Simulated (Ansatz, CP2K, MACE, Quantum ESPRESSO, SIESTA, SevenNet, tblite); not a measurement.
**Random rock-salt alloy of NbC and TiC (64 atoms) under volume change, by several methods**

Aim: pressure against volume for random rock-salt alloy of NbC and TiC (64 atoms), with plane waves as the reference.

Results are calculated, not measured.

**1. Set-up**

The cell holds 64 atoms (24 Ti, 32 C and 8 Nb), with edges of 8.73, 8.73 and 8.73 Å. Recipe: rock-salt NbC, 2 x 2 x 2 conventional cells, 24 of 32 Nb sites given to Ti at random (x = 0.750), lattice by Vegard's rule (a = 4.364 Å); not relaxed, displaced by a Gaussian of 0.02 Å Then the atoms were relaxed with MACE MP-0b3 medium in the fixed cell.

Bonds by pair of elements; cutoffs follow the first minimum of g(r), held within bounds set by covalent radii, and pairs that aren't listed don't count as bonded:

```tsv
pair A-B	cutoff (Å)	bonds	mean length (Å)	spread (Å)	shortest (Å)	B about A	A about B
C-Ti	2.76	144	2.17	0.016	2.14	4.5	6
C-Nb	2.81	48	2.20	0.011	2.17	1.5	6
```

**2. The reference input**

Quantum ESPRESSO 7.5: Kohn-Sham DFT, PBE, SSSP efficiency 1.3.0 pseudopotentials, plane waves. Its input, pw.in, for the unchanged cell:

```
&control
  calculation = 'scf'
  pseudo_dir = './pseudo'
  outdir = './tmp'
  disk_io = 'none'
  tprnfor = .true.
  tstress = .true.
/
&system
  ibrav = 0
  nat = 64
  ntyp = 3
  ecutwfc = 60
  ecutrho = 480
  nosym = .true.
  occupations = 'smearing'
  smearing = 'fd'
  degauss = 0.003675
/
&electrons
  conv_thr = 3.2e-07
  electron_maxstep = 100
  mixing_beta = 0.2
  mixing_mode = 'local-TF'
  diagonalization = 'david'
/
ATOMIC_SPECIES
Ti 47.867 Ti.upf
C 12.011 C.upf
Nb 92.906 Nb.upf
CELL_PARAMETERS angstrom
8.72700 0.00000 0.00000
0.00000 8.72700 0.00000
0.00000 0.00000 8.72700
ATOMIC_POSITIONS crystal
Ti 0.99957 0.99938 0.99815
C 0.25061 0.00264 0.99956
Nb 0.00002 0.24953 0.25035
C 0.25304 0.25003 0.24693
[... 58 atom lines left out ...]
Ti 0.74950 0.75237 0.50085
C 0.50032 0.75320 0.49977
K_POINTS gamma
```

```console
$ OMP_NUM_THREADS=1 mpirun -np 2 pw.x -in pw.in > output.txt
```

It took 5.9 min on 2 MPI ranks of Arm Neoverse V1, shared host; peak memory 2.1 GiB.

It converged with an r.m.s. force component of 0.11 eV/Å and a pressure of 1.00 GPa.

**3. The levels**

Every level solves the same cells as single points. CPU time is summed over a level's finished runs, on a host shared with the other runs, so it is rough; the force column is the median over cells of the r.m.s. difference of force components from the reference.

```
                level                      basis or training data  k-points  runs finished  CPU time  peak memory (GiB)  force difference (meV/Å)
              QE, PBE     plane waves, SSSP efficiency, 60/480 Ry         Γ         3 of 3    34 min                2.1                 reference
      SIESTA DZP, PBE    DZP orbitals, shift 0.01 Ry, mesh 500 Ry         Γ         3 of 3    37 min                2.1                        59
CP2K double zeta, LDA                 DZVP-MOLOPT-SR, GTH, 800 Ry         Γ         3 of 3    47 min                6.0                        22
      tblite GFN1-xTB  tight binding with its own dispersion term         Γ         3 of 3      19 s               0.12                       297
   MACE MP-0b3 medium          trained on PBE(+U) plane-wave data         -         3 of 3      27 s                1.0                       110
           SevenNet 0          trained on PBE(+U) plane-wave data         -         3 of 3      28 s               0.98                        45
```

The reference's own r.m.s. force component runs from 109 to 112 meV/Å over these cells. MACE MP-0b3 medium relaxed the atoms, so in the cells that it relaxed its forces are near zero and its entry mostly repeats the reference's forces.

**4. Pressure against volume**

The cell is scaled evenly with fractional positions held. The unchanged volume is 10.385 Å³ an atom. Pressures in GPa:

```tsv
level	-3 %	0	+3 %
QE, PBE	9.83	1.00	-6.52
SIESTA DZP, PBE	9.69	0.99	-6.36
CP2K double zeta, LDA	-5.67	-13.87	-20.85
tblite GFN1-xTB	-10.91	-16.34	-20.88
MACE MP-0b3 medium	12.63	3.38	-4.60
SevenNet 0	12.87	3.42	-4.33
```

Energy less that of the unchanged cell at the same level, in meV an atom:

```tsv
level	-3 %	+3 %
QE, PBE	10.58	5.32
SIESTA DZP, PBE	10.13	5.44
CP2K double zeta, LDA	-19.21	33.94
tblite GFN1-xTB	-26.64	36.34
MACE MP-0b3 medium	15.35	1.38
SevenNet 0	15.55	1.14
```

**5. Moduli**

From the three volumes nearest the unchanged one: B from the slope of pressure against ln V and from the curvature of the energy, the pressure that the slope of the energy implies, and the volume change at which the printed pressure crosses zero (a dash if it doesn't within the range).

```tsv
level	B from pressures (GPa)	B from energies (GPa)	printed pressure (GPa)	pressure from energies (GPa)	zero pressure at (%)
QE, PBE	272.5	272.5	1.00	1.35	+0.4
SIESTA DZP, PBE	267.5	266.9	0.99	1.21	+0.4
CP2K double zeta, LDA	253.1	252.5	-13.87	-13.67	-
tblite GFN1-xTB	166.2	166.3	-16.34	-16.19	-
MACE MP-0b3 medium	287.3	286.8	3.38	3.59	+1.3
SevenNet 0	286.8	286.1	3.42	3.71	+1.3
```

As a check by hand on the reference: from -3 to +3 % the pressure falls by 16.35 GPa while ln V grows by 0.0600, a ratio of 272.4 GPa.

**6. Findings**

The plane-wave reference (PBE) gives a bulk modulus of 272.5 GPa from its pressures, at a volume where its pressure is 1.00 GPa; that pressure crosses zero at +0.4 %. Other programs at PBE: SIESTA DZP, PBE 267.5 GPa (-2 %); its pressure lies -0.00 GPa from the reference's. Other functionals: CP2K double zeta, LDA 253.1 GPa (-7 %); its pressure lies -14.87 GPa from the reference's.

Learned potentials: MACE MP-0b3 medium 287.3 GPa (+5 %) and SevenNet 0 286.8 GPa (+5 %); their pressures lie +2.38 to +2.43 GPa from the reference's. Tight binding: tblite GFN1-xTB 166.2 GPa (-39 %); its pressure lies -17.34 GPa from the reference's. The moduli are read at one volume but at unlike pressures, and a cell under tension is as a rule softer than one under compression. Moduli from the energies run from 166 to 287 GPa, within 10 % of those from pressures.

Caveats: Atoms are held in fractional coordinates, so these moduli are upper bounds to relaxed ones. Three points at finite strain give rough moduli, at the given volume rather than at zero pressure. Pressures at a fixed plane-wave cutoff or in a small atom-centred basis hold some basis error. The reference samples only Γ, in a cell whose shortest periodic width is 9 Å. The reference isn't exact: its cutoffs and mesh weren't converged further here. SIESTA's automatically made basis is far from complete, and its potentials were converted by us (checked for H, C, O, Si, Ge and Ca alone). The learned potentials mimic data converged in k, so the sampling error of the reference's coarse mesh counts against them here, while programs on the same mesh share it. Spin–orbit coupling is left out. The reference has no spin polarisation, so local moments can't form. Where levels are smeared, the DFT runs use Fermi–Dirac occupations at 580 K (0.05 eV), and energies are free energies.

[Long decimals in the printed logs are rounded to 6 places.]

[Logs are printed without paths, hosts, clocks, repeated set-up lines and the standing remarks that a program may print on its own settings, such as how far it seeks lower states.]

[Hosts, paths, dates, database ids (printed as entryN), source tags and the programs' standing remarks are cut or masked in the printed files.]
